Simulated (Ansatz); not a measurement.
# Preparing Si3N4 (P6_3/m) as a host crystal

Before any defect goes in: Si3N4 (P6_3/m) at rest, and how it screens a charge.

Main program and level: Ansatz 0.2.0; plane-wave PAW DFT, PBE; relaxation of the host's cell and atoms, in the first sound run; inputs show where later runs differ.

Most raw output is cut from this account.

### Step 1. Starting point

Symmetry: P6_3/m, No. 176, hexagonal system. The conventional cell has a = 7.605 Å, b = 7.605 Å, c = 2.905 Å, α = 90.00°, β = 90.00°, γ = 120.00°. Nearest to Si lie 4 N at 1.73 to 1.74 Å. N has 3 Si at 1.73 Å nearest. Nearest to N lie 3 Si at 1.73 to 1.74 Å. Farther neighbours and most contacts between anions are not listed.

Coordinates:

```xyz
14
Lattice="7.6045 0.0000 0.0000 -3.8023 6.5857 0.0000 0.0000 0.0000 2.9052" Properties=species:S:1:pos:R:3 pbc="T T T"
Si   -1.3794    5.4329    2.1789
Si    2.2098    1.5218    0.7263
Si    4.0153    3.9110    0.7263
Si   -0.2130    2.6747    2.1789
Si    1.5924    5.0639    2.1789
Si    5.1817    1.1529    0.7263
N     0.0000    4.3905    2.1789
N     3.8023    2.1952    0.7263
N     4.8233    4.4115    2.1789
N    -1.4088    6.3829    0.7263
N     2.4298    4.6143    0.7263
N     1.3724    1.9714    2.1789
N    -1.0210    2.1743    0.7263
N     5.2111    0.2029    2.1789
```

### Step 2. Host cell relaxation

Cell and atoms are relaxed together, until forces and stress fall under their thresholds.

Input file cell/input.yaml:

```yaml
crystal:
  lattice:
    - [7.6045444, 0.0, 0.0]
    - [-3.8022722, 6.5857287, 0.0]
    - [0.0, 0.0, 2.9051991]
  atoms:
    - { symbol: Si, position: [0.23108243, 0.82494615, 0.75] }
    - { symbol: Si, position: [0.40613628, 0.23108243, 0.25] }
    - { symbol: Si, position: [0.82494615, 0.59386372, 0.25] }
    - { symbol: Si, position: [0.17505385, 0.40613628, 0.75] }
    - { symbol: Si, position: [0.59386372, 0.76891757, 0.75] }
    - { symbol: Si, position: [0.76891757, 0.17505385, 0.25] }
    - { symbol: "N", position: [0.33333333, 0.66666667, 0.75] }
    - { symbol: "N", position: [0.66666667, 0.33333333, 0.25] }
    - { symbol: "N", position: [0.96919449, 0.6698534, 0.75] }
    - { symbol: "N", position: [0.29934109, 0.96919449, 0.25] }
    - { symbol: "N", position: [0.6698534, 0.70065891, 0.25] }
    - { symbol: "N", position: [0.3301466, 0.29934109, 0.75] }
    - { symbol: "N", position: [0.03080551, 0.3301466, 0.25] }
    - { symbol: "N", position: [0.70065891, 0.03080551, 0.75] }
basis:
  ecutwfc: 420
  xc_grid: 2
hamiltonian:
  xc: pbe
kpoints:
  mp_grid: { grid: [4, 4, 10] }
scf:
  occupations: { method: fixed }
  max_iter: 100
relax:
  f_tol: 0.005
  max_steps: 60
  cell: {}
output:
  forces: true
  stress: true
checkpoint:
  write: "../cell.run"
  compress: false
  write_wavefunctions: false
  write_every: 100000
```

On the command line:

```sh
> ansatz run input.yaml --threads 4 --pin off --max-ram 9420MiB --backend cpu --events-out ev --progress --plain --runs-dir out
```

Elapsed: 20 s, on 4 threads of Arm Neoverse V1, shared host; peak memory 0.56 GiB; 75 s of CPU time.

Relaxation path:

```csv
step,energy less that of the first step (eV),largest force component (eV/Å),pressure (GPa),volume (Å³)
1,0.0000,0.0456,5.73,145.50
2,-0.0386,0.0302,2.78,147.16
3,-0.0481,0.0121,0.09,148.73
4,-0.0480,0.0062,0.00,148.78
5,-0.0481,0.0005,0.00,148.77
6,-0.0589,0.0006,0.12,148.77
7,-0.0587,0.0018,0.00,148.85
8*,-0.0589,0.0018,0.00,148.85
```

Relaxation steps marked * repeat the geometry before them on a plane-wave basis chosen anew for their cell, so energy and pressure can jump there. The log counts 2 steps on a newly chosen plane-wave basis, not all of them marked here; energy and pressure can jump at such steps.

The run keeps the 12 symmetry operations that it works with, so distortions that break them were not tested.

```csv
"conventional cell, symmetrised",before,after,change
a (Å),7.605,7.664,+0.8 %
b (Å),7.605,7.664,+0.8 %
c (Å),2.905,2.926,+0.7 %
volume (Å³/atom),10.39,10.63,+2.3 %
```

Final coordinates:

```xyz
14
Lattice="7.6639 0.0000 0.0000 -3.8320 6.6372 0.0000 0.0000 0.0000 2.9263" Properties=species:S:1:pos:R:3 pbc="T T T"
Si   -1.3903    5.4755    2.1947
Si    2.2269    1.5337    0.7316
Si    4.0468    3.9417    0.7316
Si   -0.2148    2.6954    2.1947
Si    1.6051    5.1034    2.1947
Si    5.2222    1.1617    0.7316
N     0.0000    4.4248    2.1947
N     3.8320    2.2124    0.7316
N     4.8602    4.4468    2.1947
N    -1.4210    6.4325    0.7316
N     2.4492    4.6515    0.7316
N     1.3827    1.9857    2.1947
N    -1.0283    2.1903    0.7316
N     5.2529    0.2047    2.1947
```

Numbers from this step:

- pressure: 6.56e-4 GPa

The relaxation ends with a largest force component of 0.0018 eV/Å and a pressure of 0.00 GPa.

### Step 3. Dielectric tensors of the host

The response to a uniform electric field gives the electronic dielectric tensor.

This step: plane-wave PAW DFPT, PBEsol; dielectric tensors, Born charges and zone-centre modes of the host (Ansatz 0.2.0).

Input file eps/input.yaml:

```yaml
crystal:
  lattice:
    - [7.6639217114, 0.0, 0.0]
    - [-3.8319608557, 6.6371508947, 0.0]
    - [0.0, 0.0, 2.9262725668]
  atoms:
    - { symbol: Si, position: [0.2310829752, 0.8249730172, 0.75] }
    - { symbol: Si, position: [0.406109958, 0.2310829752, 0.25] }
    - { symbol: Si, position: [0.8249730172, 0.593890042, 0.25] }
    - { symbol: Si, position: [0.1750269828, 0.406109958, 0.75] }
    - { symbol: Si, position: [0.593890042, 0.7689170248, 0.75] }
    - { symbol: Si, position: [0.7689170248, 0.1750269828, 0.25] }
    - { symbol: "N", position: [0.3333333333, 0.6666666667, 0.75] }
    - { symbol: "N", position: [0.6666666667, 0.3333333333, 0.25] }
    - { symbol: "N", position: [0.9691646987, 0.6699923009, 0.75] }
    - { symbol: "N", position: [0.2991723978, 0.9691646987, 0.25] }
    - { symbol: "N", position: [0.6699923009, 0.7008276022, 0.25] }
    - { symbol: "N", position: [0.3300076991, 0.2991723978, 0.75] }
    - { symbol: "N", position: [0.0308353013, 0.3300076991, 0.25] }
    - { symbol: "N", position: [0.7008276022, 0.0308353013, 0.75] }
basis:
  ecutwfc: 420
hamiltonian:
  xc: pbesol
kpoints:
  mp_grid: { grid: [4, 4, 8] }
scf:
  occupations: { method: fixed }
  max_iter: 100
phonons:
  method: dfpt
  dielectric: true
  rigid_motions: translations
```

The job ended after 3.5 min (4 threads; peak memory 2.1 GiB; 14 min of CPU time).

Electronic dielectric tensor:

```
4.31 0.00 0.00
0.00 4.31 0.00
0.00 0.00 4.39
```

Static dielectric tensor:

```
8.32 0.00 0.00
0.00 8.32 0.00
0.00 0.00 8.28
```

The principal values of the electronic dielectric tensor are 4.31, 4.31 and 4.39. The principal values of the static dielectric tensor are 8.28, 8.32 and 8.32.

### Step 4. Defect free supercell relaxed in its symmetry

This cell, the one that will hold the defects, is built from the relaxed host. Its coarser k-points can move the atoms a little, so it is relaxed from the symmetric sites, as the reference for the test of stability.

This step: plane-wave PAW DFT, PBE; relaxation of the defect-free supercell in its symmetry (Ansatz 0.2.0).

System of this step: Si3N4 (P6_3/m). The cell holds 42 atoms: 18 Si and 24 N. Its edges and angles: a = 7.664 Å, b = 7.664 Å, c = 8.779 Å, α = 90.0°, β = 90.0°, γ = 120.0°.

Input file pristine.symmetric/input.yaml:

```yaml
crystal:
  lattice:
    - [7.6639217114, 0.0, 0.0]
    - [-3.8319608557, 6.6371508947, 0.0]
    - [0.0, 0.0, 8.7788177005]
  atoms:
    - { symbol: Si, position: [0.2310829752, 0.8249730172, 0.25] }
    - { symbol: Si, position: [0.406109958, 0.2310829752, 0.0833333333] }
    - { symbol: Si, position: [0.8249730172, 0.593890042, 0.0833333333] }
    - { symbol: Si, position: [0.1750269828, 0.406109958, 0.25] }
    - { symbol: Si, position: [0.593890042, 0.7689170248, 0.25] }
    - { symbol: Si, position: [0.7689170248, 0.1750269828, 0.0833333333] }
    - { symbol: "N", position: [0.3333333333, 0.6666666667, 0.25] }
    - { symbol: "N", position: [0.6666666667, 0.3333333333, 0.0833333333] }
    - { symbol: "N", position: [0.9691646987, 0.6699923009, 0.25] }
    - { symbol: "N", position: [0.2991723978, 0.9691646987, 0.0833333333] }
    - { symbol: "N", position: [0.6699923009, 0.7008276022, 0.0833333333] }
    - { symbol: "N", position: [0.3300076991, 0.2991723978, 0.25] }
    - { symbol: "N", position: [0.0308353013, 0.3300076991, 0.0833333333] }
    - { symbol: "N", position: [0.7008276022, 0.0308353013, 0.25] }
    - { symbol: Si, position: [0.2310829752, 0.8249730172, 0.5833333333] }
    - { symbol: Si, position: [0.406109958, 0.2310829752, 0.4166666667] }
    - { symbol: Si, position: [0.8249730172, 0.593890042, 0.4166666667] }
    - { symbol: Si, position: [0.1750269828, 0.406109958, 0.5833333333] }
    - { symbol: Si, position: [0.593890042, 0.7689170248, 0.5833333333] }
    - { symbol: Si, position: [0.7689170248, 0.1750269828, 0.4166666667] }
    - { symbol: "N", position: [0.3333333333, 0.6666666667, 0.5833333333] }
    - { symbol: "N", position: [0.6666666667, 0.3333333333, 0.4166666667] }
    - { symbol: "N", position: [0.9691646987, 0.6699923009, 0.5833333333] }
    - { symbol: "N", position: [0.2991723978, 0.9691646987, 0.4166666667] }
    - { symbol: "N", position: [0.6699923009, 0.7008276022, 0.4166666667] }
    - { symbol: "N", position: [0.3300076991, 0.2991723978, 0.5833333333] }
    - { symbol: "N", position: [0.0308353013, 0.3300076991, 0.4166666667] }
    - { symbol: "N", position: [0.7008276022, 0.0308353013, 0.5833333333] }
    - { symbol: Si, position: [0.2310829752, 0.8249730172, 0.9166666667] }
    - { symbol: Si, position: [0.406109958, 0.2310829752, 0.75] }
    - { symbol: Si, position: [0.8249730172, 0.593890042, 0.75] }
    - { symbol: Si, position: [0.1750269828, 0.406109958, 0.9166666667] }
    - { symbol: Si, position: [0.593890042, 0.7689170248, 0.9166666667] }
    - { symbol: Si, position: [0.7689170248, 0.1750269828, 0.75] }
    - { symbol: "N", position: [0.3333333333, 0.6666666667, 0.9166666667] }
    - { symbol: "N", position: [0.6666666667, 0.3333333333, 0.75] }
    - { symbol: "N", position: [0.9691646987, 0.6699923009, 0.9166666667] }
    - { symbol: "N", position: [0.2991723978, 0.9691646987, 0.75] }
    - { symbol: "N", position: [0.6699923009, 0.7008276022, 0.75] }
    - { symbol: "N", position: [0.3300076991, 0.2991723978, 0.9166666667] }
    - { symbol: "N", position: [0.0308353013, 0.3300076991, 0.75] }
    - { symbol: "N", position: [0.7008276022, 0.0308353013, 0.9166666667] }
basis:
  ecutwfc: 420
  xc_grid: 2
hamiltonian:
  xc: pbe
kpoints:
  mp_grid: { grid: [1, 1, 1] }
scf:
  occupations: { method: fermi_dirac, width: 0.01 }
  max_iter: 100
  lower_state_search: "off"
output:
  forces: true
relax:
  f_tol: 0.015
  max_steps: 60
  escape_saddle: false
checkpoint:
  write: "../pristine.symmetric.run"
  compress: false
  write_wavefunctions: false
  write_every: 100000
```

The job ended after 3.4 s (4 threads; peak memory 0.51 GiB).

Step by step:

```csv
step,energy less that of the first step (eV),largest force component (eV/Å)
1,0.0000,0.1103
2,-0.0219,0.0574
3,-0.0260,0.0080
```

Forces are held to the 36 operations that the run works with; a distortion that breaks them can't arise in this run.

The atoms that moved most (Å):

```csv
atom,dx,dy,dz,length
N9,-0.020,-0.001,0.000,0.020
N23,-0.020,-0.001,0.000,0.020
N37,-0.020,-0.001,0.000,0.020
N27,0.020,0.001,0.000,0.020
N41,0.020,0.001,0.000,0.020
N13,0.020,0.001,0.000,0.020
N14,0.009,0.018,0.000,0.020
N28,0.009,0.018,0.000,0.020
```

The relaxation ends 0.6 meV an atom lower, with a largest force component of 0.0080 eV/Å.

### Step 5. Defect free supercell relaxed from displaced atoms

This step: plane-wave PAW DFT, PBE; relaxation of the defect-free supercell from random displacements, a test of the host's stability (Ansatz 0.2.0).

pristine.rattled/input.yaml, as its differences from pristine.symmetric/input.yaml of step 4:

```diff
@@ -63,6 +63,6 @@
   f_tol: 0.015
-  max_steps: 60
-  escape_saddle: false
+  max_steps: 120
+  random_displacement: { amplitude: 0.06, seed: 6198 }
 checkpoint:
-  write: "../pristine.symmetric.run"
+  write: "../pristine.rattled.run"
   compress: false
```

Wall time 6.2 s (4 threads); peak memory 0.51 GiB.

Relaxation path:

```csv
step,energy less that of the first step (eV),largest force component (eV/Å)
1,0.0000,4.1713
2,-1.4339,2.4214
3,-2.2114,0.0384
4,-2.2114,0.0377
5,-2.2123,0.0013
```

The atoms that moved most (Å, from the sites as typed, ahead of the random displacement, the mean shift of all atoms taken out):

```csv
atom,dx,dy,dz,length
N38,-0.009,-0.018,0.000,0.020
N10,-0.009,-0.018,0.000,0.020
N24,-0.009,-0.018,0.000,0.020
N25,-0.011,0.017,0.000,0.020
N11,-0.011,0.017,0.000,0.020
N39,-0.011,0.017,0.000,0.020
N13,0.020,0.001,0.000,0.020
N28,0.009,0.018,0.000,0.020
```

The relaxation ends 53 meV an atom lower than the displaced start, with a largest force component of 0.0013 eV/Å.

### Step 6. Host on a dense mesh

This step: plane-wave PAW DFT, PBE; single point of the defect-free host, a test of the k-point sampling (Ansatz 0.2.0).

System of this step: Si3N4 (P6_3/m). Symmetry: P6_3/m, No. 176, hexagonal system. Conventional cell: a = 7.664 Å, b = 7.664 Å, c = 2.926 Å, α = 90.00°, β = 90.00°, γ = 120.00°. Si has 4 N at 1.74 to 1.75 Å nearest. Nearest to N lie 3 Si at 1.74 Å. N has 3 Si at 1.75 Å nearest. Farther neighbours and most contacts between anions are not listed.

dense/input.yaml, as its differences from eps/input.yaml of step 3:

```diff
@@ -22,12 +22,15 @@
   ecutwfc: 420
+  xc_grid: 2
 hamiltonian:
-  xc: pbesol
+  xc: pbe
 kpoints:
-  mp_grid: { grid: [4, 4, 8] }
+  mp_grid: { grid: [4, 4, 9] }
 scf:
-  occupations: { method: fixed }
+  occupations: { method: fermi_dirac, width: 0.01 }
   max_iter: 100
-phonons:
-  method: dfpt
-  dielectric: true
-  rigid_motions: translations
+  lower_state_search: "off"
+checkpoint:
+  write: "../dense.run"
+  compress: false
+  write_wavefunctions: false
+  write_every: 100000
```

Run time: 2.3 s. Hardware: 4 threads; peak memory 0.52 GiB.

### Step 7. Defect free supercell at the zone centre

The supercell is run at the zone centre, to see how far that sampling misses the dense mesh.

System of this step: Si3N4 (P6_3/m). The cell holds 42 atoms: 18 Si and 24 N. Its edges and angles: a = 7.664 Å, b = 7.664 Å, c = 8.779 Å, α = 90.0°, β = 90.0°, γ = 120.0°.

pristine.sampling_gamma/input.yaml, as its differences from pristine.rattled/input.yaml of step 5:

```diff
@@ -59,10 +59,4 @@
   lower_state_search: "off"
-output:
-  forces: true
-relax:
-  f_tol: 0.015
-  max_steps: 120
-  random_displacement: { amplitude: 0.06, seed: 6198 }
 checkpoint:
-  write: "../pristine.rattled.run"
+  write: "../pristine.sampling_gamma.run"
   compress: false
```

The job ended after 1.3 s (4 threads; peak memory 0.5 GiB).

### Step 8. Defect free supercell at the quarter point

The supercell is run at one point off the zone centre, to see how far that sampling misses the dense mesh.

pristine.sampling_quarter/input.yaml, as its differences from pristine.sampling_gamma/input.yaml of step 7:

```diff
@@ -54,3 +54,3 @@
 kpoints:
-  mp_grid: { grid: [1, 1, 1] }
+  mp_grid: { grid: [1, 1, 1], shift: [0.25, 0.25, 0.25] }
 scf:
@@ -60,3 +60,3 @@
 checkpoint:
-  write: "../pristine.sampling_gamma.run"
+  write: "../pristine.sampling_quarter.run"
   compress: false
```

It took 1.9 s on 4 threads; peak memory 0.69 GiB; 6.8 s of CPU time.

### Step 9. Summary of results

```
primitive cell vectors, lengths                                      : 7.664, 7.664, 2.926 Å
electronic dielectric constant                                       : principal values (4.31, 4.31, 4.39)
static dielectric constant                                           : principal values (8.28, 8.32, 8.32)
gap on the k-mesh of the response run (PBEsol)                       : 4.14 eV
supercell relaxed in its symmetry less the displaced and relaxed one : 0.000 eV
energy an atom at the zone centre alone less that on the dense mesh  : 0.037 eV
energy an atom at one point at (¼, ¼, ¼) less that on the dense mesh : -0.005 eV
```

In words: Step 4: First to last step the energy falls by 0.026 eV; the largest move, 0.020 Å, is that of N9 and 17 other atoms alike. Step 5: The energy fell by 2.212 eV from the randomly displaced start; against the sites as typed, N38 ends farthest off, by 0.02 Å, once the mean shift is taken out. The displaced cell ends within 0.01 eV of the symmetric one relaxed in its symmetry, so no lower structure shows in this supercell. The k-mesh can miss the band edges, so this gap is an upper bound at this level. All at zero temperature.

[Logs are printed without paths, hosts, clocks, repeated set-up lines and the standing remarks that a program may print on its own settings, such as how far it seeks lower states.]

[Hosts, paths, dates, database ids (printed as entryN), source tags and the programs' standing remarks are cut or masked in the printed files.]

[Runs of the host that timed out are not shown.]

[For some hosts the program warned that the k-mesh of the response run may be too coarse for force constants and the static dielectric constant; such warnings are not always shown.]
